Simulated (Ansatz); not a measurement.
## NaGeF3 (model cell, started as cubic perovskite with Ge in the octahedra): following an unstable mode

Wanted: the energy along a soft mode of NaGeF3 (model cell, started as cubic perovskite with Ge in the octahedra) and the structure at the end.

Calculated with Ansatz 0.2.0; DFT PBEsol, scalar-relativistic, plane waves, PAW; PAW set soft_1.

The structure was built from a prototype and need not be the compound's stable phase.

## 1. Starting point

The structure is cubic, space group Pm-3m (No. 221). Conventional cell: a = 4.341 Å, b = 4.341 Å, c = 4.341 Å, α = 90.00°, β = 90.00°, γ = 90.00°. Nearest to Na lie 12 F at 3.07 Å. Ge has 6 F at 2.17 Å nearest. Nearest to F lie 2 Ge at 2.17 Å. Farther neighbours and most contacts between anions are not listed.

Coordinates:

```cif
data_structure
_symmetry_space_group_name_H-M 'Pm-3m'
_symmetry_Int_Tables_number 221
_cell_length_a 4.3407
_cell_length_b 4.3407
_cell_length_c 4.3407
_cell_angle_alpha 90.000
_cell_angle_beta 90.000
_cell_angle_gamma 90.000
_cell_volume 81.79
loop_
_atom_site_label
_atom_site_type_symbol
_atom_site_symmetry_multiplicity
_atom_site_Wyckoff_symbol
_atom_site_fract_x
_atom_site_fract_y
_atom_site_fract_z
_atom_site_occupancy
Na1 Na 1 a 0.00000 0.00000 0.00000 1
Ge1 Ge 1 b 0.50000 0.50000 0.50000 1
F1 F 3 c 0.50000 0.50000 0.00000 1
```

## 2. The dispersion

The cell comes from relaxations at this level that are not shown. Stability and thermal properties need the whole zone. Linear response on a 2×2×2 q mesh gives force constants as far as a supercell of that size would, and the tensors from the zone-centre run are typed in so that the long-range dipole term is interpolated apart.

Contents of input.yaml:

```yaml
crystal:
  lattice:
    - [4.3407137908, 0.0, 0.0]
    - [0.0, 4.3407137908, 0.0]
    - [0.0, 0.0, 4.3407137908]
  atoms:
    - { symbol: Na, position: [0.0, 0.0, 0.0] }
    - { symbol: Ge, position: [0.5, 0.5, 0.5] }
    - { symbol: F, position: [0.5, 0.5, 0.0] }
    - { symbol: F, position: [0.5, 0.0, 0.5] }
    - { symbol: F, position: [0.0, 0.5, 0.5] }
kpoints:
  mp_grid: { grid: [12, 12, 12] }
hamiltonian:
  xc: pbesol
  pseudopotentials: { kind: paw, azcp: { folder: soft_1 }, xc_functional: pbe }
scf:
  occupations: { method: fixed }
output:
  eigenvalues: true
phonons:
  method: dfpt
  qmesh: [2, 2, 2]
  temperatures: { t_max: 1000, t_step: 50 }
  qpath:
    path:
      - [[0.0, 0.0, 0.0], [0.0, 0.5, 0.0], [0.5, 0.5, 0.0], [0.0, 0.0, 0.0], [0.5, 0.5, 0.5], [0.0, 0.5, 0.0]]
      - [[0.5, 0.5, 0.5], [0.5, 0.5, 0.0]]
    npoints: 10
  non_analytic_term:
    high_frequency_dielectric_tensor: [[3.6621, 0.0, 0.0], [0.0, 3.6621, 0.0], [0.0, 0.0, 3.6621]]
    born_effective_charges:
      - { species: Na, tensor: [[1.2203, 0.0, 0.0], [0.0, 1.2203, 0.0], [0.0, 0.0, 1.2203]] }
      - { species: Ge, tensor: [[3.677, 0.0, 0.0], [0.0, 3.677, 0.0], [0.0, 0.0, 3.677]] }
      - { species: F, tensor: [[-0.4161, 0.0, 0.0], [0.0, -0.4161, 0.0], [0.0, 0.0, -4.0652]] }
      - { species: F, tensor: [[-0.4161, 0.0, 0.0], [0.0, -4.0652, 0.0], [0.0, 0.0, -0.4161]] }
      - { species: F, tensor: [[-4.0652, 0.0, 0.0], [0.0, -0.4161, 0.0], [0.0, 0.0, -0.4161]] }
    source: "zone-centre run at this cell"
```

Launch:

```sh
$ ansatz run input.yaml --threads 8 --pin off --max-ram 16384MiB --backend cpu --events-out ev --progress --plain --runs-dir out
```

Numbers of over 12 decimals in the logs are rounded to 6 here.

The program printed:

```text
Engine: ansatz 0.2.0, aarch64-unknown-linux-gnu
Pseudopotentials: kind: paw
Pseudopotential: Na, paw, valence charge 9, recommended cutoff 420 eV (normal), soft_1/Na.paw.azcp
Pseudopotential: Ge, paw, valence charge 14, recommended cutoff 420 eV (normal), soft_1/Ge.paw.azcp
Pseudopotential: F, paw, valence charge 7, recommended cutoff 420 eV (normal), soft_1/F.paw.azcp
Functional definition: PBEsol
  exchange = pbesol_x
  correlation = pbesol_c
Crystal: 5 atoms, lattice volume = 81.787 Å³
Basis set: ecut = 420 eV, 1575 PW (Γ), exchange–correlation on 60×60×60 points (8 copies of the dense FFT grid, shifted against one another)
Bands: 27, of which v1, the nominal top of the filled ones, is band 22 counted from 1 (21 counted from 0)
Symmetry: 48 space group operations
k-points: 84 of 1728
Non-local potential: Na, projectors of the file, l = 0: 3, l = 1: 2, l = 2: 1
Non-local potential: Ge, projectors of the file, l = 0: 2, l = 1: 2, l = 2: 3, l = 3: 1
Non-local potential: F, projectors of the file, l = 0: 2, l = 1: 2, l = 2: 1
PAW form: soft (Blöchl's): semilocal exchange-correlation on the pseudo side does not see the compensation charge
PAW frozen core: Na, regenerated for the run's functional, and the local potential with it (the file was generated under x = pbe(κ = 0.804, μ = 0.219515), c = pbe(β = 0.066725))
PAW frozen core: Ge, regenerated for the run's functional, and the local potential with it (the file was generated under x = pbe(κ = 0.804, μ = 0.219515), c = pbe(β = 0.066725))
PAW frozen core: F, regenerated for the run's functional, and the local potential with it (the file was generated under x = pbe(κ = 0.804, μ = 0.219515), c = pbe(β = 0.066725))
PAW one-centre angular grid: Na, 110 points (default); XC on 64 Gauss nodes
PAW one-centre angular grid: Ge, 590 points (default); XC on 64 Gauss nodes
PAW one-centre angular grid: F, 110 points (default); XC on 64 Gauss nodes
Initial density: superposition of atomic densities (chi_scale 0.1, normalization cell, long waves kept (reshape's long-wave potential 0.03 eV rms))
Initial wavefunctions: pseudopotential atomic-orbital guess
Functional: x = pbesol(κ = 0.804, μ = 0.123457), c = pbesol(β = 0.046)
SCF iter   1: F=—  HF=-8137.935811 eV  |F-HF|=—  |Δ(HF+E_count)|=         —  Δρ=1.54e-1  dr2=1.50e1  ethr=3.10e-3  ⟨swp⟩=4.3  Hψ=7945  notcnv=0  defer=212
preconditioner: auto → Resta (q_TF=auto, 2.460 Å⁻¹)  ε∞=5.7  [insulator: Δε(μ)=0.000 eV  Ē_g=8.448 eV  n_scr=18 (ndim 8)  ℏωp=18.4 eV  f_vac=0.067  ε∞_Penn≈5.7]
SCF iter   2: F=—  HF=-8133.696602 eV  |F-HF|=—  |Δ(HF+E_count)|=    4.24e0  Δρ=5.63e-2  dr2=1.78e0  ethr=3.10e-3  ⟨swp⟩=3.0  Hψ=5326  notcnv=0  defer=226
SCF iter   3: F=—  HF=-8133.202884 eV  |F-HF|=—  |Δ(HF+E_count)|=   4.94e-1  Δρ=2.31e-2  dr2=5.41e-1  ethr=3.10e-3  ⟨swp⟩=2.6  Hψ=4546  notcnv=0  defer=161
SCF iter   4: F=—  HF=-8133.022431 eV  |F-HF|=—  |Δ(HF+E_count)|=   1.80e-1  Δρ=7.77e-3  dr2=7.79e-2  ethr=1.23e-3  ⟨swp⟩=3.1  Hψ=3890  notcnv=0  defer=238
SCF iter   5: F=—  HF=-8132.999231 eV  |F-HF|=—  |Δ(HF+E_count)|=   2.32e-2  Δρ=2.27e-3  dr2=4.85e-3  ethr=1.77e-4  ⟨swp⟩=2.8  Hψ=4244  notcnv=0  defer=244
SCF iter   6: F=—  HF=-8133.000022 eV  |F-HF|=—  |Δ(HF+E_count)|=   7.91e-4  Δρ=8.16e-4  dr2=4.76e-4  ethr=1.10e-5  ⟨swp⟩=2.9  Hψ=4114  notcnv=0  defer=245
SCF iter   7: F=—  HF=-8133.000125 eV  |F-HF|=—  |Δ(HF+E_count)|=   1.04e-4  Δρ=2.40e-4  dr2=4.66e-5  ethr=1.08e-6  ⟨swp⟩=2.0  Hψ=4017  notcnv=0  defer=245
SCF iter   8: F=—  HF=-8133.000179 eV  |F-HF|=—  |Δ(HF+E_count)|=   5.36e-5  Δρ=7.63e-5  dr2=4.23e-6  ethr=1.06e-7  ⟨swp⟩=2.0  Hψ=4087  notcnv=0  defer=204
SCF iter   9: F=—  HF=-8133.000185 eV  |F-HF|=—  |Δ(HF+E_count)|=   6.05e-6  Δρ=1.79e-5  dr2=2.96e-7  ethr=9.62e-9  ⟨swp⟩=2.0  Hψ=3790  notcnv=0  defer=99
SCF iter  10: F=—  HF=-8133.000186 eV  |F-HF|=—  |Δ(HF+E_count)|=   7.36e-7  Δρ=2.87e-6  dr2=7.98e-9  ethr=6.72e-10  ⟨swp⟩=2.9  Hψ=3925  notcnv=0  defer=100
SCF iter  11: F=—  HF=-8133.000186 eV  |F-HF|=—  |Δ(HF+E_count)|=   1.29e-8  Δρ=7.07e-7  dr2=7.14e-10  ethr=1.81e-11  ⟨swp⟩=2.0  Hψ=3872  notcnv=0  defer=100
SCF iter  12: F=—  HF=-8133.000186 eV  |F-HF|=—  |Δ(HF+E_count)|=  6.37e-12  Δρ=4.65e-7  dr2=1.37e-10  ethr=1.62e-12  ⟨swp⟩=2.0  Hψ=3003  notcnv=0  defer=100
SCF iter  13: F=-8133.000186 eV  HF=-8133.000186 eV  |F-HF|=1.46e-11  |Δ(HF+E_count)|=  7.37e-11  Δρ=1.19e-7  dr2=9.99e-12  ethr=1.00e-12  ⟨swp⟩=11.6  Hψ=13933  notcnv=0
SCF 1 converged in 13 iterations: F = -8133.000186 eV  dr2 = 9.99e-12
  greatest PAW one-centre occupation: 0.999 electrons in one spin orbital (limit 2), on the Na atom at site 0 (counted from 0), in its partial waves of l = 0
NSCF: frozen V_eff on 84 k-points
NSCF: frozen V_eff on 343 k-points
DFPT response loops at q = (0, 0, 0) (fractional): preconditioner auto → none (the input reference at scf.mixing.eps_inf says where Resta's filter doesn't serve); β = 0.50; Broyden in place of MSR1
NSCF: frozen V_eff on 686 k-points
DFPT response loops at q = (0, 0, -0.5) (fractional): mixed as the last ones told, above
NSCF: frozen V_eff on 686 k-points
DFPT response loops at q = (0, -0.5, -0.5) (fractional): mixed as the last ones told, above
NSCF: frozen V_eff on 686 k-points
DFPT response loops at q = (-0.5, -0.5, -0.5) (fractional): mixed as the last ones told, above
SCF converged after 13 iterations
Free energy (F): -8133.000186 eV
Harris-Foulkes:  -8133.000186 eV  (|F-HF|=1.46e-11)
Internal energy: -8133.000186 eV  (E = F + TS)
E sigma→0 (E₀):  -8133.000186 eV
Fermi energy:    5.382689 eV
--- Per-component energies (eV) ---
  E_band       = -550.776900
  E_kinetic    = 794.295867
  E_local      = -5761.072422  (includes V_loc(G=0)·N_el)
  E_nonlocal   = 751.830852
  E_hartree    = 2329.113653
  E_xc         = -336.157965
  E_vxc        = -406.720585  (∫ρ·V_xc dr)
  E_paw        = -2838.650722  (= ΣΔE_a)
  E_vpaw       = -587.340239  (= ΣTr[D̂ρ^β])
  E_aug_tail   = 0.002179  (compensation charges beyond the density's cutoff)
  E_ewald      = -3073.461587
  E_core_change = 1.099960  (= ΣΔE_core)
  E_smearing   = -0.000000  (= −TS)
  E_closure    = 0.000000  (closes the sum)
  Σ components = -8133.000186   (vs F -8133.000186, Δ=0.00e0)
--- Band table (eV; the first three rows and the last of 84) ---
  k-point 0: bands = [... 18 lower, -0.1877, -0.1804, -0.1804, -0.1804, 6.6862, 10.8569, 10.8569, 10.8569, ... 1 higher]
  k-point 1: bands = [... 18 lower, -0.1881, -0.1832, -0.1832, -0.0331, 6.7476, 10.6239, 10.8443, 10.8443, ... 1 higher]
  k-point 2: bands = [... 18 lower, -0.2087, -0.1828, -0.1828, 0.4220, 6.9141, 10.1209, 10.8094, 10.8094, ... 1 higher]
  k-point 83: bands = [... 18 lower, 0.2439, 0.2439, 0.2439, 5.3827, 7.1702, 7.1702, 7.1702, 9.2882, ... 1 higher]
--- Phonons (Γ-DFPT): 4 representative perturbations + reference (Σ response iterations 13) ---
  ASR residual: 2.839e-4 → 0.000e0 eV/Å²; symmetrization residual: 4.914e-6 eV/Å²
  ASR residual per site (eV/Å²): 2.84e-4 4.51e-5 4.25e-5 4.25e-5 4.25e-5
  Γ frequencies (cm⁻¹): -237.60 -237.60 -237.60 -112.74 -112.74 -112.74 -56.76 -56.76 -56.76 0.00 0.00 0.00 144.86 144.86 144.86
--- Phonons (arbitrary-q DFPT): 4 irreducible q on the 2×2×2 mesh ---
  q = [0.0000, 0.0000, 0.0000] (star 1, of the zone-centre solve; hermiticity 3.04e-6, symmetrization 6.40e-12): -237.60 -237.60 -237.60 -112.74 -112.74 -112.74 -56.76 -56.76 -56.76 -0.00 0.00 0.00 144.86 144.86 144.86
  q = [0.0000, 0.0000, -0.5000] (star 3, 9 solved perturbations in 2646 linear systems a pass and spin channel, the states on 343 of 1728 k-point pairs; hermiticity 3.61e-7, symmetrization 4.49e-13): -225.92 -225.92 -108.13 -108.13 -54.23 -54.23 -53.80 13.73 80.21 80.21 98.02 112.56 112.56 255.03 395.17
  q = [0.0000, -0.5000, -0.5000] (star 3, 9 solved perturbations in 2646 linear systems a pass and spin channel, the states on 343 of 1728 k-point pairs; hermiticity 3.94e-7, symmetrization 4.06e-13): -213.55 -123.14 -115.98 -115.98 -77.45 12.43 12.43 71.18 71.18 95.13 159.97 245.65 245.65 297.62 408.52
  q = [-0.5000, -0.5000, -0.5000] (star 1, 4 solved perturbations in 931 linear systems a pass and spin channel, the states on 343 of 1728 k-point pairs; hermiticity 5.25e-7, symmetrization 5.26e-12): -123.65 -123.65 -123.65 -111.27 -111.27 -111.27 180.82 180.82 180.82 214.57 214.57 214.57 297.17 297.17 418.35
  sum rule: each row above includes the acoustic sum rule's correction from the zone centre's row sums; it moved no ω² by more than (1.83 cm⁻¹)²
  mesh force constants: q→R imaginary residual 1.05e-17; ASR residual 2.839e-4 → 0.000e0 eV/Å²; symmetrization residual 9.770e-15 eV/Å²
  interpolated dispersion: 63 rows × 15 modes
  density of states and harmonic sums: on the 14×14×14 q-mesh, interpolated from the force constants of a 2×2×2 supercell (with the dipole–dipole term of supplied tensors)
  largest difference from the sums on the solved wave vectors: F 2.44e-1 eV, S 2.72e-4 and C_V 7.25e-5 eV/K
  zero-point energy: 0.087990 eV/cell   skipped modes (ω ≤ 0): 847, of them read as no rigid motion or as one in doubt: 844 (7.078e0 modes/cell left out, lowest -237.60 cm⁻¹)   left out of the sums: 4.72e-1 of the cell's modes: C_V's classical limit lies that fraction below 3 k_B per atom; for a crystal, a wire or a layer, F and S can be off by more, and a phonons.interpolated_qmesh denser along its periods is the remedy for the sampling
```

Run time: 3.2 min. Hardware: 8 threads of Arm Neoverse V1, shared host; peak memory 1.9 GiB; 24 min of CPU time.

The column dr2 measures how far the density is from self-consistency, as an energy; F and HF (Harris–Foulkes) agree once it is small.

This step gave:

| Item | Value |
| --- | --- |
| gap on the k-mesh | 1.303 eV |
| volume per atom | 16.36 Å³ |
| sum-rule residual before enforcement | 2.84e-4 eV/Å² |
| lowest frequency on the path | -237.6 cm⁻¹ |
| point group | m-3m |
| highest frequency on the path or at a solved wavevector | 418.4 cm⁻¹ |
| highest optical mode at the zone centre (no LO-TO term) | 144.9 cm⁻¹ |
| lowest optical zone-centre mode | -237.6 cm⁻¹ |
| lowest mode on the q mesh (acoustic modes at Γ apart) | -237.6 cm⁻¹ |

Frequencies (cm⁻¹) solved at each irreducible wavevector; negative means imaginary. Frequencies by wavevector, by row:

```csv
q in reciprocal lattice units,star,mode 1,mode 2,mode 3,mode 4,mode 13,mode 14,mode 15
0 0 0,1,-237.6,-237.6,-237.6,-112.7,144.9,144.9,144.9
0 0 -0.5,3,-225.9,-225.9,-108.1,-108.1,112.6,255,395.2
0 -0.5 -0.5,3,-213.6,-123.1,-116,-116,245.7,297.6,408.5
-0.5 -0.5 -0.5,1,-123.7,-123.7,-123.7,-111.3,297.2,297.2,418.4
```

Interpolated from a 2×2×2 q mesh, rough between the solved points, with the LO-TO term (at Γ the limit along the path; where Γ stands inside the path, tables give the limit on arrival). The phonon branches at the labelled points (cm⁻¹):

```csv
point,branch 1,branch 2,branch 3,branch 4,branch 12,branch 13,branch 14,branch 15
Γ,-238,-238,-167,-113,117,145,145,392
halfway,-232,-232,-117,-110,134,134,186,394
X,-226,-226,-108,-108,113,113,255,395
halfway,-220,-119,-98,-98,184,192,250,395
M,-214,-123,-116,-116,246,246,298,408
halfway,-226,-136,-104,-90,144,179,198,378
Γ,-238,-238,-167,-113,117,145,145,392
halfway,-127,-127,-97,-96,181,192,192,366
R,-124,-124,-124,-111,215,297,297,418
halfway,-117,-113,-111,-104,191,205,242,392
X,-226,-226,-108,-108,113,113,255,395
jump to R,-124,-124,-124,-111,215,297,297,418
halfway,-123,-117,-117,-99,234,234,297,407
M,-214,-123,-116,-116,246,246,298,408
```

Symmetry leaves 4 wavevectors to solve. The lowest mode among them, the acoustic zeros apart, lies at Γ and is imaginary, 237.6i cm⁻¹, so the energy falls along it.

## 3. The mode frozen in, largest atomic shift 0 Å

The mode followed lies at q = (0, 0, -0.5) with frequency 225.9i cm⁻¹ and is 2-fold degenerate, one of the unstable modes though not the softest. At small amplitude the distorted cell has space group no. 63 by a symmetry search on the positions. The undistorted cell that holds it gives the zero of energy on the same k mesh.

System of this step: NaGeF3 (model cell, started as cubic perovskite with Ge in the octahedra). The structure is cubic, space group Pm-3m (No. 221). The conventional cell has a = 4.341 Å, b = 4.341 Å, c = 4.341 Å, α = 90.00°, β = 90.00°, γ = 90.00°. Na has 12 F at 3.07 Å nearest. Nearest to Ge lie 6 F at 2.17 Å. Nearest to F lie 2 Ge at 2.17 Å. F has 2 Ge at 2.17 Å nearest. Farther neighbours and most contacts between anions are not listed.

Contents of input.yaml:

```yaml
crystal:
  lattice:
    - [4.3407137908, 0.0, 0.0]
    - [0.0, 4.3407137908, 0.0]
    - [0.0, 0.0, 8.6814275816]
  atoms:
    - { symbol: Na, position: [0.0, 0.0, 0.0] }
    - { symbol: Na, position: [0.0, 0.0, 0.5] }
    - { symbol: Ge, position: [0.5, 0.5, 0.25] }
    - { symbol: Ge, position: [0.5, 0.5, 0.75] }
    - { symbol: F, position: [0.5, 0.5, 0.0] }
    - { symbol: F, position: [0.5, 0.5, 0.5] }
    - { symbol: F, position: [0.5, 0.0, 0.25] }
    - { symbol: F, position: [0.5, 0.0, 0.75] }
    - { symbol: F, position: [0.0, 0.5, 0.25] }
    - { symbol: F, position: [0.0, 0.5, 0.75] }
kpoints:
  mp_grid: { grid: [6, 6, 4] }
hamiltonian:
  xc: pbesol
  pseudopotentials: { kind: paw, azcp: { folder: soft_1 }, xc_functional: pbe }
scf:
  occupations: { method: gaussian, width: 0.02 }
output:
  forces: true
  stress: true
  eigenvalues: true
```

The program printed:

```text
[...]
Crystal: 10 atoms, lattice volume = 163.574 Å³
Basis set: ecut = 420 eV, 3197 PW (Γ), exchange–correlation on 60×60×120 points (8 copies of the dense FFT grid, shifted against one another)
Bands: 54, of which v1, the nominal top of the filled ones, is band 44 counted from 1 (43 counted from 0)
Symmetry: 32 space group operations
[...]
k-points: 30 of 144
[...]
k-point 0: bands = [... 40 lower, -0.1790, -0.1775, -0.1775, 2.4285, 6.6862, 7.0242, 9.8442, 10.3177, ... 4 higher]
  k-point 1: bands = [... 40 lower, -0.1781, -0.1781, 0.1628, 1.9934, 6.8205, 7.1828, 9.3782, 10.3881, ... 4 higher]
  k-point 2: bands = [... 40 lower, -0.1802, -0.1802, 1.0545, 1.0545, 7.1192, 7.1192, 9.6138, 9.6138, ... 4 higher]
  k-point 29: bands = [... 40 lower, 0.2422, 0.2422, 4.4444, 4.4444, 7.3000, 7.3000, 7.3000, 7.3000, ... 4 higher]
[key lines of the parts left out:]
SCF converged after 11 iterations
Free energy (F): -16265.997869 eV
Fermi energy:    6.034991 eV
P = ⅓ Tr σ = 0.0060 GPa (0.060 kbar)
```

Wall time 3.1 s (8 threads); peak memory 0.75 GiB; 22 s of CPU time.

This step gave:

```
pressure                         : 0.005956 GPa
energy from the undistorted cell : 0 meV/atom
```

At this level the gap is 1.30 eV on the k-mesh of the self-consistent run, which can miss the band edges.

## 4. The mode frozen in, largest atomic shift 0.22 Å

The atoms are moved along the unstable eigenvector, the largest shift by 0.22 Å, with the cell fixed.

input.yaml, the sections that differ from step 3:

```yaml
crystal:
  lattice:
    - [4.3407137908, 0.0, 0.0]
    - [0.0, 4.3407137908, 0.0]
    - [0.0, 0.0, 8.6814275816]
  atoms:
    - { symbol: Na, position: [0.0, 0.0, 0.0] }
    - { symbol: Na, position: [0.0, 0.0, 0.5] }
    - { symbol: Ge, position: [0.494783379, 0.505216621, 0.25] }
    - { symbol: Ge, position: [0.505216621, 0.494783379, 0.75] }
    - { symbol: F, position: [0.5, 0.5, 0.0] }
    - { symbol: F, position: [0.5, 0.5, 0.5] }
    - { symbol: F, position: [0.4852287573, -0.0484826526, 0.25] }
    - { symbol: F, position: [0.5147712427, 0.0484826526, 0.75] }
    - { symbol: F, position: [0.0484826526, 0.5147712427, 0.25] }
    - { symbol: F, position: [-0.0484826526, 0.4852287573, 0.75] }
# kpoints, hamiltonian, scf, output: as in step 3
```

The program printed:

```text
[...]
Crystal: 10 atoms, lattice volume = 163.574 Å³
Basis set: ecut = 420 eV, 3197 PW (Γ), exchange–correlation on 60×60×120 points (8 copies of the dense FFT grid, shifted against one another)
Bands: 54, of which v1, the nominal top of the filled ones, is band 44 counted from 1 (43 counted from 0)
Symmetry: 8 space group operations
[...]
k-points: 39 of 144
[...]
k-point 0: bands = [... 40 lower, -0.1670, -0.1585, 0.0875, 2.7623, 6.7482, 7.0627, 9.8874, 10.3265, ... 3 higher]
  k-point 1: bands = [... 40 lower, -0.1885, -0.1715, 0.5519, 2.3421, 6.8725, 7.2081, 9.4540, 10.4772, ... 3 higher]
  k-point 2: bands = [... 40 lower, -0.1923, -0.1923, 1.4415, 1.4415, 7.1473, 7.1473, 9.7062, 9.7062, ... 3 higher]
  k-point 38: bands = [... 40 lower, 0.0849, 0.0849, 4.2561, 4.2561, 7.5881, 7.5881, 7.9945, 7.9945, ... 3 higher]
[key lines of the parts left out:]
SCF converged after 11 iterations
Free energy (F): -16266.208109 eV
Fermi energy:    5.951615 eV
P = ⅓ Tr σ = 1.5871 GPa (15.871 kbar)
```

The job ended after 3.9 s (8 threads; peak memory 0.79 GiB).

This step gave:

```
pressure                         : 1.587 GPa
gap on the k-mesh                : 1.593 eV
energy from the undistorted cell : -21.02 meV/atom
```

The energy, extrapolated to zero smearing, is -21.02 meV/atom against the undistorted cell.

The run ends at a pressure of 1.59 GPa, with forces up to 0.26 eV/Å.

## 5. Energy along the mode, all amplitudes (two of the runs are shown above)

An imaginary frequency means negative curvature, so the energy should fall and then rise again as anharmonic terms take over.

Numbers from this step:

* depth at the lowest point sampled: 21.02 meV/atom
* largest atomic shift at that point: 0.22 Å

Table of energy from the parent by largest atomic shift:

```csv
largest atomic shift (Å),energy from the parent (meV/atom)
0.000,0
0.040,-1.18
0.080,-4.51
0.140,-12.1
0.220,-21.0
0.320,-10.6
0.450,106
```

Displacement at unit largest shift by atom:

```csv
atom,x (Å),y (Å),z (Å),size
Na1,0.00,0.00,0.00,0.00
Na2,0.00,0.00,0.00,0.00
Ge3,-0.10,0.10,0.00,0.15
Ge4,0.10,-0.10,0.00,0.15
F5,0.00,0.00,0.00,0.00
F6,0.00,0.00,0.00,0.00
F7,-0.29,-0.96,0.00,1.00
F8,0.29,0.96,0.00,1.00
F9,0.96,0.29,0.00,1.00
F10,-0.96,-0.29,0.00,1.00
```

The lowest of the steps tried is at 0.22 Å, 21.0 meV/atom below the parent; the bottom of the well need not coincide with a step.

(Part 1 of 2 ends here.)

[Logs are printed without paths, hosts, clocks, repeated set-up lines and the standing remarks that a program may print on its own settings, such as how far it seeks lower states.]

[Hosts, paths, dates, database ids (printed as entryN), source tags and the programs' standing remarks are cut or masked in the printed files.]
